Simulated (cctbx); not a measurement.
**Resonant diffraction in Ba4Mn4O11**

Space group P4/mmm (no. 123), a = 5.8080 Å, b = 5.8080 Å, c = 8.2290 Å, α = 90.00°, β = 90.00°, γ = 90.00°.

| atom | mult. | x | y | z | Ueq (Å²) |
| --- | --- | --- | --- | --- | --- |
| Ba1 | 2 | 1/2 | 0 | 0 | 0.0154 |
| Ba2 | 2 | 1/2 | 0 | 1/2 | 0.0211 |
| Mn1 | 2 | 1/2 | 1/2 | 0.7406 | 0.0359 |
| Mn2 | 2 | 0 | 0 | 0.7527 | 0.0273 |
| O1 | 8 | 0.2502 | 0.7498 | 0.7319 | 0.0269 |
| O2 | 1 | 1/2 | 1/2 | 0 | 0.0436 |
| O3 | 1 | 1/2 | 1/2 | 1/2 | 0.0311 |
| O4 | 1 | 0 | 0 | 0 | 0.0304 |

The model was made for the exercise: a known structure type with other elements put in, its volume estimated, not relaxed; displacement parameters are assumed.

Calculated with cctbx: free-atom f′ and f″ from the Sasaki tables, no fine structure; amplitudes in electrons.

```
E (eV)  F 1 1 2  F 0 1 2  F 1 0 3  F 1 2 1
  5939    199.8      6.7      1.6      7.7
  6289    208.5      6.7      1.3      7.6
  6419    208.1      6.6      1.0      7.5
  6479    206.2      6.6      0.7      7.3
  6509    204.1      6.6      0.4      7.3
  6524    201.6      6.5      0.2      7.2
  6531    199.3      6.5      0.2      7.1
  6535    196.8      6.5      0.5      7.0
  6543    199.6      6.5      1.7      7.0
  6547    202.6      6.5      1.6      7.1
  6554    205.3      6.6      1.6      7.2
  6569    208.3      6.6      1.6      7.3
  6599    211.4      6.6      1.7      7.4
  6689    216.1      6.7      1.9      7.5
  6939    221.9      6.7      2.2      7.7
```

**Question.** Which edge is crossed, and why do the reflections move as they do?

The K edge of Mn. The edge is at 6539 eV. f′ of Mn falls from -3.7 e at 6419 eV to -7.3 e at 4 eV below it, and f″ steps from 0.46 to 3.95 e across it. Over that approach |F| changes by -5 % (1 1 2), -2 % (0 1 2), -50 % (1 0 3) and -7 % (1 2 1): a reflection falls where Mn scatters in phase with the total and rises where it scatters against it; it hardly moves where the Mn term is small or cancels by symmetry. Above the edge the larger f″ enters the imaginary part, where it can add to or cancel the other atoms' f″. The structure is centrosymmetric, so Friedel mates stay equal.

[Logs are printed without paths, hosts, clocks, repeated set-up lines and the standing remarks that a program may print on its own settings, such as how far it seeks lower states.]
